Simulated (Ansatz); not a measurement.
# H2O on Mg(0001), hcp start, 2x2 cell: work function, bands and core levels, part 2 of 5

Aim: how the adsorbate changes the work function, the valence spectrum and the core levels in H2O on Mg(0001), hcp start, 2x2 cell.

Ansatz 0.2.0; DFT, PBE, plane-wave PAW, default files, scalar-relativistic.

So far, work function, upper face (eV): step 2 (the clean face) 3.76.

### 3. Relaxing the atoms

System of this step: Mg16H2O. The cell holds 19 atoms: 2 H, 1 O and 16 Mg. Cell: a = 6.380 Å, b = 6.380 Å, c = 24.485 Å, α = 90.0°, β = 90.0°, γ = 60.0°. It derives from Mg. How the cell was made: adsorbate; added: H2O; site: hcp; coverage 0.25 monolayer; cell: 2x2; on one face. Regions: ad, 3 atoms (2 H and 1 O); L1, 4 atoms (4 Mg); L2, 4 atoms (4 Mg); L3, 4 atoms (4 Mg); rest, 4 atoms (4 Mg). Vacuum lies along c.

The cut or typed positions aren't at rest, and spectra shift with geometry, so the relaxation comes first. 8 atoms are held to stand for the bulk. A dipole correction cancels the field between unlike faces.

input.yaml reads:

```yaml
crystal:
  lattice:
    - [6.38, 0.0, 0.0]
    - [3.19, 5.5252420761, 0.0]
    - [0.0, 0.0, 24.485]
  atoms:
    - { symbol: H, position: [0.40940807, 0.423827106, 0.693690014] }
    - { symbol: H, position: [0.171255801, 0.423827106, 0.693690014] }
    - { symbol: O, position: [0.334121427, 0.333333333, 0.683479681] }
    - { symbol: Mg, position: [0.0, 0.0, 0.624259751] }
    - { symbol: Mg, position: [0.5, 0.0, 0.624259751] }
    - { symbol: Mg, position: [0.0, 0.5, 0.624259751] }
    - { symbol: Mg, position: [0.5, 0.5, 0.624259751] }
    - { symbol: Mg, position: [0.833333333, 0.333333333, 0.518276496] }
    - { symbol: Mg, position: [0.333333333, 0.333333333, 0.518276496] }
    - { symbol: Mg, position: [0.833333333, 0.833333333, 0.518276496] }
    - { symbol: Mg, position: [0.333333333, 0.833333333, 0.518276496] }
    - { symbol: Mg, position: [0.0, 0.0, 0.412293241] }
    - { symbol: Mg, position: [0.5, 0.0, 0.412293241] }
    - { symbol: Mg, position: [0.0, 0.5, 0.412293241] }
    - { symbol: Mg, position: [0.5, 0.5, 0.412293241] }
    - { symbol: Mg, position: [0.833333333, 0.333333333, 0.306309986] }
    - { symbol: Mg, position: [0.333333333, 0.333333333, 0.306309986] }
    - { symbol: Mg, position: [0.833333333, 0.833333333, 0.306309986] }
    - { symbol: Mg, position: [0.333333333, 0.833333333, 0.306309986] }
kpoints:
  mp_grid: { grid: [6, 6, 1] }
scf:
  occupations: { method: fermi_dirac, width: 0.05 }
  n_extra_bands: 15
hamiltonian:
  xc: pbe
  pseudopotentials: { kind: paw }
output:
  forces: true
  write_potential: true
  volumetric_format: []
efield:
  axis: 3
  dipole_correction: true
relax:
  f_tol: 0.03
  max_steps: 45
  constraints: [{ sites: [11, 12, 13, 14, 15, 16, 17, 18] }]
```

On the command line:

```console
$ ansatz run input.yaml --threads 8 --pin off --max-ram 20480MiB --backend cpu --events-out ev --progress --plain --runs-dir out
```

Numbers of over 12 decimals in the logs are rounded to 6 here.

Log:

```text
[...]
Crystal: 19 atoms, lattice volume = 863.122 Å³
Basis set: ecut = 420 eV, 16905 PW (Γ), exchange–correlation on 90×90×360 points (8 copies of the dense FFT grid, shifted against one another)
Bands: 99, of which v1, the nominal top of the filled ones, is band 84 counted from 1 (83 counted from 0)
Symmetry: 1 space group operations
[...]
k-points: 20 of 36 (time reversal used)
[...]
SCF iter   1: F=—  HF=-31376.445996 eV  |F-HF|=—  |Δ(HF+E_count)|=         —  Δρ=1.98e-3  dr2=2.65e-1  ethr=1.77e-3  p=0.133 e·Å  D=2.79e-2 V/Å  ΔV_dip=-0.68 eV  dr2_dipole=4.95e-2  V_vac-E_F(+/−)=3.11/3.79 eV  ⟨swp⟩=14.0  Hψ=10242  notcnv=0  defer=28
[...]
SCF iter   6: F=-31376.420823 eV  HF=-31376.420823 eV  |F-HF|=1.47e-7  |Δ(HF+E_count)|=   8.51e-7  Δρ=3.86e-6  dr2=1.85e-7  ethr=1.77e-9  p=0.102 e·Å  D=2.14e-2 V/Å  ΔV_dip=-0.52 eV  dr2_dipole=1.47e-9  V_vac-E_F(+/−)=3.24/3.77 eV  ⟨swp⟩=9.9  Hψ=14039  notcnv=0
SCF 1 converged in 6 iterations: F = -31376.420823 eV  dr2 = 1.85e-7
[...]
relax step   1: F+E_penalty+E_count = -31376.42082324 eV  Δ(F+E_penalty+E_count) = +0.000e0 eV  max|allowed force component| = 3.271e0 eV/Å  Δτ_max = 0.0000 Å  (6 SCF iters, dr2 threshold 2.25e-5 eV, accepted)
[...]
SCF iter   5: F=-31377.157540 eV  HF=-31377.157539 eV  |F-HF|=1.77e-6  |Δ(HF+E_count)|=   3.02e-6  Δρ=2.14e-5  dr2=4.36e-6  ethr=4.94e-8  p=0.131 e·Å  D=2.76e-2 V/Å  ΔV_dip=-0.67 eV  dr2_dipole=2.57e-7  V_vac-E_F(+/−)=3.10/3.77 eV  ⟨swp⟩=12.7  Hψ=17270  notcnv=0
SCF 2 converged in 5 iterations: F = -31377.157540 eV  dr2 = 4.36e-6
[...]
relax step   2: F+E_penalty+E_count = -31377.15754036 eV  Δ(F+E_penalty+E_count) = -7.367e-1 eV  max|allowed force component| = 4.928e-1 eV/Å  Δτ_max = 0.1947 Å  (5 SCF iters, dr2 threshold 1.00e-4 eV, accepted)
SCF iter   1: F=—  HF=-31377.333813 eV  |F-HF|=—  |Δ(HF+E_count)|=         —  Δρ=5.38e-3  dr2=8.81e-2  ethr=5.69e-4  p=0.131 e·Å  D=2.76e-2 V/Å  ΔV_dip=-0.67 eV  dr2_dipole=5.39e-3  V_vac-E_F(+/−)=3.10/3.78 eV  ⟨swp⟩=4.0  Hψ=4430  notcnv=0  defer=81
[...]
SCF iter   5: F=-31377.346365 eV  HF=-31377.346365 eV  |F-HF|=1.75e-7  |Δ(HF+E_count)|=   4.77e-6  Δρ=2.14e-5  dr2=3.37e-6  ethr=9.04e-9  p=0.172 e·Å  D=3.61e-2 V/Å  ΔV_dip=-0.88 eV  dr2_dipole=8.77e-8  V_vac-E_F(+/−)=2.89/3.78 eV  ⟨swp⟩=12.3  Hψ=16873  notcnv=0
SCF 3 converged in 5 iterations: F = -31377.346365 eV  dr2 = 3.37e-6
relax step   3: F+E_penalty+E_count = -31377.34636494 eV  Δ(F+E_penalty+E_count) = -1.888e-1 eV  max|allowed force component| = 1.047e0 eV/Å  Δτ_max = 0.1949 Å  (5 SCF iters, dr2 threshold 1.52e-5 eV, accepted)
[... from here on, the SCF cycles and remarks between the steps are left out ...]
relax step   4: F+E_penalty+E_count = -31377.47504954 eV  Δ(F+E_penalty+E_count) = -1.287e-1 eV  max|allowed force component| = 8.313e-1 eV/Å  Δτ_max = 0.1944 Å  (5 SCF iters, dr2 threshold 6.85e-5 eV, accepted)
relax step   5: F+E_penalty+E_count = -31377.56750181 eV  Δ(F+E_penalty+E_count) = -9.245e-2 eV  max|allowed force component| = 4.452e-1 eV/Å  Δτ_max = 0.1948 Å  (5 SCF iters, dr2 threshold 1.00e-4 eV, accepted)
relax step   6: F+E_penalty+E_count = -31377.65142646 eV  Δ(F+E_penalty+E_count) = -8.392e-2 eV  max|allowed force component| = 4.679e-1 eV/Å  Δτ_max = 0.2000 Å  (5 SCF iters, dr2 threshold 5.68e-5 eV, accepted)
relax step   7: F+E_penalty+E_count = -31377.72961002 eV  Δ(F+E_penalty+E_count) = -7.818e-2 eV  max|allowed force component| = 4.642e-1 eV/Å  Δτ_max = 0.1963 Å  (5 SCF iters, dr2 threshold 6.28e-5 eV, accepted)
relax step   8: F+E_penalty+E_count = -31377.82349686 eV  Δ(F+E_penalty+E_count) = -9.389e-2 eV  max|allowed force component| = 3.581e-1 eV/Å  Δτ_max = 0.2000 Å  (5 SCF iters, dr2 threshold 1.00e-4 eV, accepted)
relax step   9: F+E_penalty+E_count = -31377.89482489 eV  Δ(F+E_penalty+E_count) = -7.133e-2 eV  max|allowed force component| = 2.653e-1 eV/Å  Δτ_max = 0.1945 Å  (5 SCF iters, dr2 threshold 7.63e-5 eV, accepted)
relax step  10: F+E_penalty+E_count = -31377.93335104 eV  Δ(F+E_penalty+E_count) = -3.853e-2 eV  max|allowed force component| = 1.498e-1 eV/Å  Δτ_max = 0.2000 Å  (5 SCF iters, dr2 threshold 3.86e-5 eV, accepted)
relax step  11: F+E_penalty+E_count = -31377.96210657 eV  Δ(F+E_penalty+E_count) = -2.876e-2 eV  max|allowed force component| = 6.868e-2 eV/Å  Δτ_max = 0.2000 Å  (6 SCF iters, dr2 threshold 7.15e-6 eV, accepted)
relax step  12: F+E_penalty+E_count = -31377.97598677 eV  Δ(F+E_penalty+E_count) = -1.388e-2 eV  max|allowed force component| = 9.353e-2 eV/Å  Δτ_max = 0.1986 Å  (7 SCF iters, dr2 threshold 9.92e-7 eV, accepted)
relax step  13: F+E_penalty+E_count = -31377.98405622 eV  Δ(F+E_penalty+E_count) = -8.069e-3 eV  max|allowed force component| = 7.086e-2 eV/Å  Δτ_max = 0.1949 Å  (6 SCF iters, dr2 threshold 1.84e-6 eV, accepted)
relax step  14: F+E_penalty+E_count = -31377.98502758 eV  Δ(F+E_penalty+E_count) = -9.714e-4 eV  max|allowed force component| = 1.739e-2 eV/Å  Δτ_max = 0.0748 Å  (5 SCF iters, dr2 threshold 2.88e-6 eV, accepted)
[...]
SCF iter   4: F=-31377.985028 eV  HF=-31377.985028 eV  |F-HF|=2.33e-10  |Δ(HF+E_count)|=   3.08e-8  Δρ=5.32e-7  dr2=2.22e-9  ethr=5.95e-11  p=0.147 e·Å  D=3.09e-2 V/Å  ΔV_dip=-0.76 eV  dr2_dipole=2.86e-11  V_vac-E_F(+/−)=3.05/3.80 eV  ⟨swp⟩=8.0  Hψ=11028  notcnv=0
SCF 15 converged in 4 iterations: F = -31377.985028 eV  dr2 = 2.22e-9
relax step  15: F+E_penalty+E_count = -31377.98502807 eV  Δ(F+E_penalty+E_count) = -4.823e-7 eV  max|allowed force component| = 1.773e-2 eV/Å  Δτ_max = 0.0000 Å  (4 SCF iters, accepted)
NSCF: frozen V_eff on 20 k-points
[...]
SCF converged after 4 iterations
Free energy (F): -31377.985028 eV
[...]
Internal energy: -31377.920633 eV  (E = F + TS)
E sigma→0 (E₀):  -31377.952831 eV
Entropy (-TS):   -0.064395 eV (-3.389 meV/atom)
Fermi energy:    0.653223 eV
Dipole field:    D = 0.030866 V/Å  (p = 0.147230 e·Å, saw-weighted, corrected)
Work function:   Φ+ = 3.0481 eV   Φ− = 3.8038 eV
[...]
--- Forces (eV/Å), atoms counted from 1 ---
  atom   1  H      0.01091174     0.00548886     0.00256013
  atom   2  H     -0.00807422     0.00376667     0.00202106
  atom   3  O     -0.00298626    -0.01150801    -0.01773446
  atom   4  Mg    -0.00052993    -0.01277899     0.00171028
  atom   5  Mg     0.00012302    -0.00576683     0.01309246
  atom   6  Mg    -0.01625306     0.01324290     0.00288282
  atom   7  Mg     0.01666303     0.01441674     0.00160348
  atom   8  Mg     0.00007396     0.00474720     0.00121042
  atom   9  Mg    -0.00023107     0.00841876    -0.01103640
  atom  10  Mg     0.00297597    -0.00909056     0.00622846
  atom  11  Mg    -0.00251665    -0.00950837     0.00700543
  atom  12  Mg    -0.00019828    -0.01400974     0.06709434
  atom  13  Mg     0.00006914     0.00476099     0.10021468
  atom  14  Mg     0.01818469     0.00393514     0.07448191
  atom  15  Mg    -0.01819591     0.00382624     0.07432523
  atom  16  Mg    -0.00002904    -0.00523537    -0.08805972
  atom  17  Mg     0.00002587    -0.00627953    -0.07876722
  atom  18  Mg    -0.00083549     0.00578244    -0.07941115
  atom  19  Mg     0.00082109     0.00575711    -0.07942685
  max |Σ_I F_I| component: 3.43e-5 eV/Å
--- Band table (eV; the first three rows and the last of 20) ---
  k-point 0: bands = [... 80 lower, -0.4568, -0.3983, -0.3879, -0.3723, -0.3366, 0.8532, 0.8650, 0.9263, ... 11 higher]
  k-point 1: bands = [... 80 lower, -0.2391, -0.2284, 0.0337, 0.0577, 0.4199, 0.7278, 0.7866, 1.3221, ... 11 higher]
  k-point 2: bands = [... 80 lower, -0.1957, -0.0443, 0.1328, 0.7768, 0.8037, 1.5903, 1.6440, 1.7280, ... 11 higher]
  k-point 19: bands = [... 80 lower, -0.3329, -0.3028, 0.7120, 0.7950, 1.1882, 1.2653, 2.2848, 2.3036, ... 11 higher]
--- Relaxed structure (15 steps of the walk, 15 accepted, 0 SCFs on fresh bases) ---
  F+E_penalty+E_count = -31377.98502807 eV   max|allowed force component| = 1.773e-2 eV/Å
  atoms:
    - { symbol: H, position: [0.546913, 0.151584, 0.734223] }
    - { symbol: H, position: [0.302923, 0.153467, 0.734295] }
    - { symbol: O, position: [0.476719, 0.047659, 0.727953] }
    - { symbol: Mg, position: [-0.000234297, 0.000608271, 0.626136] }
    - { symbol: Mg, position: [0.503703, -0.00748051, 0.638153] }
    - { symbol: Mg, position: [0.000903739, 0.498203, 0.625296] }
    - { symbol: Mg, position: [0.500919, 0.498118, 0.625320] }
    - { symbol: Mg, position: [0.833539, 0.332885, 0.517855] }
    - { symbol: Mg, position: [0.334954, 0.330094, 0.520266] }
    - { symbol: Mg, position: [0.831209, 0.834702, 0.520054] }
    - { symbol: Mg, position: [0.334028, 0.834704, 0.520039] }
    - { symbol: Mg, position: [0.0, 0.0, 0.412293] }
    - { symbol: Mg, position: [0.5, 0.0, 0.412293] }
    - { symbol: Mg, position: [2.7755575615628914e-17, 0.500000, 0.412293] }
    - { symbol: Mg, position: [0.500000, 0.500000, 0.412293] }
    - { symbol: Mg, position: [0.833333, 0.333333, 0.306310] }
    - { symbol: Mg, position: [0.333333, 0.333333, 0.306310] }
    - { symbol: Mg, position: [0.833333, 0.833333333, 0.306310] }
    - { symbol: Mg, position: [0.333333, 0.833333333, 0.306310] }
```

The job ended after 4.3 min (8 threads of Arm Neoverse V1, shared host; peak memory 3.6 GiB; 34 min of CPU time).

The steps of the relaxation:

```
step  energy less that of the first step (eV)  largest force component (eV/Å)
   1                                   0.0000                          3.2709
   2                                  -0.7367                          0.4928
   3                                  -0.9255                          1.0467
   4                                  -1.0542                          0.8313
   5                                  -1.1467                          0.4452
   6                                  -1.2306                          0.4679
   7                                  -1.3088                          0.4642
   8                                  -1.4027                          0.3581
   9                                  -1.4740                          0.2653
  10                                  -1.5125                          0.1498
  11                                  -1.5413                          0.0687
  12                                  -1.5552                          0.0935
  13                                  -1.5632                          0.0709
  14                                  -1.5642                          0.0174
  15                                  -1.5642                          0.0177
```

The atoms that moved most (Å):

```
atom      dx      dy     dz  length
  O3  -0.002  -1.578  1.089   1.918
  H1   0.009  -1.504  0.992   1.802
  H2  -0.022  -1.494  0.994   1.795
 Mg5   0.000  -0.041  0.340   0.343
 Mg9   0.000  -0.018  0.049   0.052
 Mg4   0.000   0.003  0.046   0.046
Mg10  -0.009   0.008  0.044   0.045
Mg11   0.009   0.008  0.043   0.045
```

This step gave:

```yaml
free_energy: -31377.9850 eV
energy_at_zero_smearing: -31377.9528 eV
smearing_term_ts: 0.06439 eV
fermi_energy: 0.6532 eV
symmetry_operations: 1
work_function_upper_face: 3.051 eV
work_function_lower_face: 3.803 eV
```

The relaxation ends 82 meV an atom lower, with a largest force component of 0.018 eV/Å on the free atoms. Between step 2 and this run (19 atoms) the value for the work function, upper face moves from 3.76 eV to 3.05 eV (-19 %).

### 4. Layer-resolved bands, DOS and potential

The main run: bands along the zone's path, each state's share in the top and middle regions, the DOS and the planar potential. The cell holds 4 small cells, so the bands are unfolded.

input.yaml reads:

```yaml
crystal:
  lattice:
    - [6.38, 0.0, 0.0]
    - [3.19, 5.5252420761, 0.0]
    - [0.0, 0.0, 24.485]
  atoms:
    - { symbol: H, position: [0.5469125444, 0.1515838286, 0.734223312] }
    - { symbol: H, position: [0.3029229631, 0.153466838, 0.7342947563] }
    - { symbol: O, position: [0.4767188127, 0.0476592197, 0.7279531025] }
    - { symbol: Mg, position: [-0.0002342969, 0.000608271, 0.6261356786] }
    - { symbol: Mg, position: [0.5037032949, -0.0074805101, 0.6381525777] }
    - { symbol: Mg, position: [0.0009037391, 0.4982033375, 0.6252961] }
    - { symbol: Mg, position: [0.5009190844, 0.4981180456, 0.6253200256] }
    - { symbol: Mg, position: [0.8335387839, 0.3328854753, 0.5178551347] }
    - { symbol: Mg, position: [0.3349537532, 0.3300943699, 0.5202655416] }
    - { symbol: Mg, position: [0.8312090505, 0.8347020897, 0.5200537746] }
    - { symbol: Mg, position: [0.334027524, 0.8347044837, 0.5200393448] }
    - { symbol: Mg, position: [0.0, 0.0, 0.412293241] }
    - { symbol: Mg, position: [0.5, 0.0, 0.412293241] }
    - { symbol: Mg, position: [0.0, 0.5, 0.412293241] }
    - { symbol: Mg, position: [0.5, 0.5, 0.412293241] }
    - { symbol: Mg, position: [0.833333333, 0.333333333, 0.306309986] }
    - { symbol: Mg, position: [0.333333333, 0.333333333, 0.306309986] }
    - { symbol: Mg, position: [0.833333333, 0.833333333, 0.306309986] }
    - { symbol: Mg, position: [0.333333333, 0.833333333, 0.306309986] }
kpoints:
  mp_grid: { grid: [6, 6, 1] }
scf:
  occupations: { method: fermi_dirac, width: 0.05 }
  n_extra_bands: 25
hamiltonian:
  xc: pbe
  pseudopotentials: { kind: paw }
output:
  forces: true
  write_potential: true
  volumetric_format: []
  dos:
    projected:
      site_lists:
        adsorbate: [0, 1, 2]
        layer_1: [3, 4, 5, 6]
        layer_2: [7, 8, 9, 10]
        layer_3: [11, 12, 13, 14]
        other_layers: [15, 16, 17, 18]
    de: 0.05
    e_range: [-30, 12]
    method: { smearing: { sigma: 0.15, scheme: gaussian } }
  eigenstates:
    kpoints:
      - [0.33333333, -0.33333333, 0.0]
      - [0.25, -0.375, 0.0]
      - [0.16666667, -0.41666667, 0.0]
      - [0.08333333, -0.45833333, 0.0]
      - [0.0, 0.5, 0.0]
      - [-0.08333333, 0.45833333, 0.0]
      # [... 29 more points ...]
      - [0.25, 0.5, 0.0]
      - [0.29166667, -0.41666667, 0.0]
    e_range: [-8.0, 4.0]
    unfold:
      supercell_matrix: [[2, 0, 0], [0, 2, 0], [0, 0, 1]]
      layers:
        axis: 3
        edges: [0.142945, 0.429005, 0.429105, 0.572692, 0.572792, 0.897658]
efield:
  axis: 3
  dipole_correction: true
```

Log:

```text
[...]
Crystal: 19 atoms, lattice volume = 863.122 Å³
Basis set: ecut = 420 eV, 16905 PW (Γ), exchange–correlation on 90×90×360 points (8 copies of the dense FFT grid, shifted against one another)
Bands: 109, of which v1, the nominal top of the filled ones, is band 84 counted from 1 (83 counted from 0)
Symmetry: 1 space group operations
[...]
k-points: 20 of 36 (time reversal used)
[...]
SCF iter   1: F=—  HF=-31378.004579 eV  |F-HF|=—  |Δ(HF+E_count)|=         —  Δρ=1.57e-3  dr2=3.65e-1  ethr=1.77e-3  p=0.157 e·Å  D=3.28e-2 V/Å  ΔV_dip=-0.80 eV  dr2_dipole=1.93e-1  V_vac-E_F(+/−)=3.06/3.87 eV  ⟨swp⟩=11.3  Hψ=10706  notcnv=0  defer=168
[...]
SCF iter   7: F=-31377.985032 eV  HF=-31377.985032 eV  |F-HF|=5.02e-9  |Δ(HF+E_count)|=   1.78e-7  Δρ=8.10e-7  dr2=6.65e-9  ethr=5.95e-11  p=0.147 e·Å  D=3.09e-2 V/Å  ΔV_dip=-0.76 eV  dr2_dipole=1.31e-10  V_vac-E_F(+/−)=3.05/3.80 eV  ⟨swp⟩=24.6  Hψ=16855  notcnv=0
WARN: efield: at this solve's end the planar-averaged density reaches 2.26e-5 e/Å³ inside the ramp window [0.9295, 0.1111] (bound 1e-5 e/Å³); the window's nearer edge stands 4.78 Å from this solve's nearest atom along the axis. Its work functions, free energy, forces, stress, dipole, levels and responses can be off, and this figure does not tell by how much. A short vacuum, a low `basis.ecutwfc` or `basis.ecutrho_ratio` and negative occupations (`scf.occupations.method`) can put density there. See the manual's quickstart, § The vacuum guard
SCF 1 converged in 7 iterations: F = -31377.985032 eV  dr2 = 6.65e-9
[...]
efield: sawtooth ramp at fractional position 0.9703 (kept from the solve that this one continues, or follows in the run), width 0.1000; the density the first Hamiltonian is built on has a dipole p = 0.147 e·Å; the dipole correction subtracts the counter field D = 3.09e-2 V/Å, which shifts the + side's vacuum level by -0.76 eV against the − side's; the planar-averaged density in the ramp window peaks in size at 2.3e-5 e/Å³
[...]
SCF converged after 7 iterations
Free energy (F): -31377.985032 eV
[...]
Internal energy: -31377.920637 eV  (E = F + TS)
E sigma→0 (E₀):  -31377.952835 eV
Entropy (-TS):   -0.064395 eV (-3.389 meV/atom)
Fermi energy:    0.668505 eV
Dipole field:    D = 0.030845 V/Å  (p = 0.147127 e·Å, saw-weighted, corrected)
Work function:   Φ+ = 3.0485 eV   Φ− = 3.8035 eV
[...]
Vacuum region:   at the solve's end the planar-averaged density reaches 2.26e-5 e/Å³ inside the ramp window [0.9295, 0.1111] (bound 1e-5 e/Å³)
[...]
--- Forces (eV/Å), atoms counted from 1 ---
  atom   1  H      0.01092703     0.00553070     0.00258462
  atom   2  H     -0.00808948     0.00380909     0.00204566
  atom   3  O     -0.00298471    -0.01153175    -0.01775368
  atom   4  Mg    -0.00052998    -0.01277731     0.00170671
  atom   5  Mg     0.00012315    -0.00576498     0.01309410
  atom   6  Mg    -0.01625459     0.01324313     0.00288019
  atom   7  Mg     0.01666461     0.01441690     0.00160084
  atom   8  Mg     0.00007391     0.00474783     0.00121148
  atom   9  Mg    -0.00023101     0.00841727    -0.01103271
  atom  10  Mg     0.00297400    -0.00908959     0.00623067
  atom  11  Mg    -0.00251468    -0.00950745     0.00700761
  atom  12  Mg    -0.00019829    -0.01401120     0.06709166
  atom  13  Mg     0.00006915     0.00476050     0.10021337
  atom  14  Mg     0.01818548     0.00393621     0.07447898
  atom  15  Mg    -0.01819671     0.00382730     0.07432236
  atom  16  Mg    -0.00002904    -0.00523447    -0.08805993
  atom  17  Mg     0.00002585    -0.00627871    -0.07876675
  atom  18  Mg    -0.00083559     0.00578154    -0.07941093
  atom  19  Mg     0.00082118     0.00575623    -0.07942662
  max |Σ_I F_I| component: 3.12e-5 eV/Å
--- Band table (eV; the first three rows and the last of 20) ---
  k-point 0: bands = [... 80 lower, -0.4415, -0.3830, -0.3726, -0.3570, -0.3213, 0.8685, 0.8803, 0.9416, ... 21 higher]
  k-point 1: bands = [... 80 lower, -0.2238, -0.2131, 0.0490, 0.0729, 0.4352, 0.7430, 0.8019, 1.3374, ... 21 higher]
  k-point 2: bands = [... 80 lower, -0.1805, -0.0290, 0.1480, 0.7920, 0.8190, 1.6056, 1.6593, 1.7432, ... 21 higher]
  k-point 19: bands = [... 80 lower, -0.3176, -0.2876, 0.7273, 0.8103, 1.2035, 1.2806, 2.3001, 2.3189, ... 21 higher]
```

It took 1.8 min on 8 threads; peak memory 5.2 GiB; 14 min of CPU time.

In the SCF lines HF is the Harris–Foulkes energy and dr2 the Hartree energy of the density residual, in eV; the loop may stop once dr2 is under the threshold and the program's other checks hold. Hψ counts applications of the Hamiltonian.

This step gave:

| Property | Result |
| --- | --- |
| smearing term TS | 0.06440 eV |
| Fermi energy | 0.6685 eV |
| share of occupied states in no projected shell | 0.214 of the occupied states in the window |
| DOS at the Fermi level | 8.862 states/eV/cell |
| work function, upper face | 3.048 eV |
| work function, lower face | 3.804 eV |

[end of part 2 of 5]

[Logs are printed without paths, hosts, clocks, repeated set-up lines and the standing remarks that a program may print on its own settings, such as how far it seeks lower states.]

[Hosts, paths, dates, database ids (printed as entryN), source tags and the programs' standing remarks are cut or masked in the printed files.]

[Maps of the electrostatic potential energy from Ansatz leave out the sawtooth potential of an applied field or a dipole correction, so their vacuum need not be flat; work functions include it.]
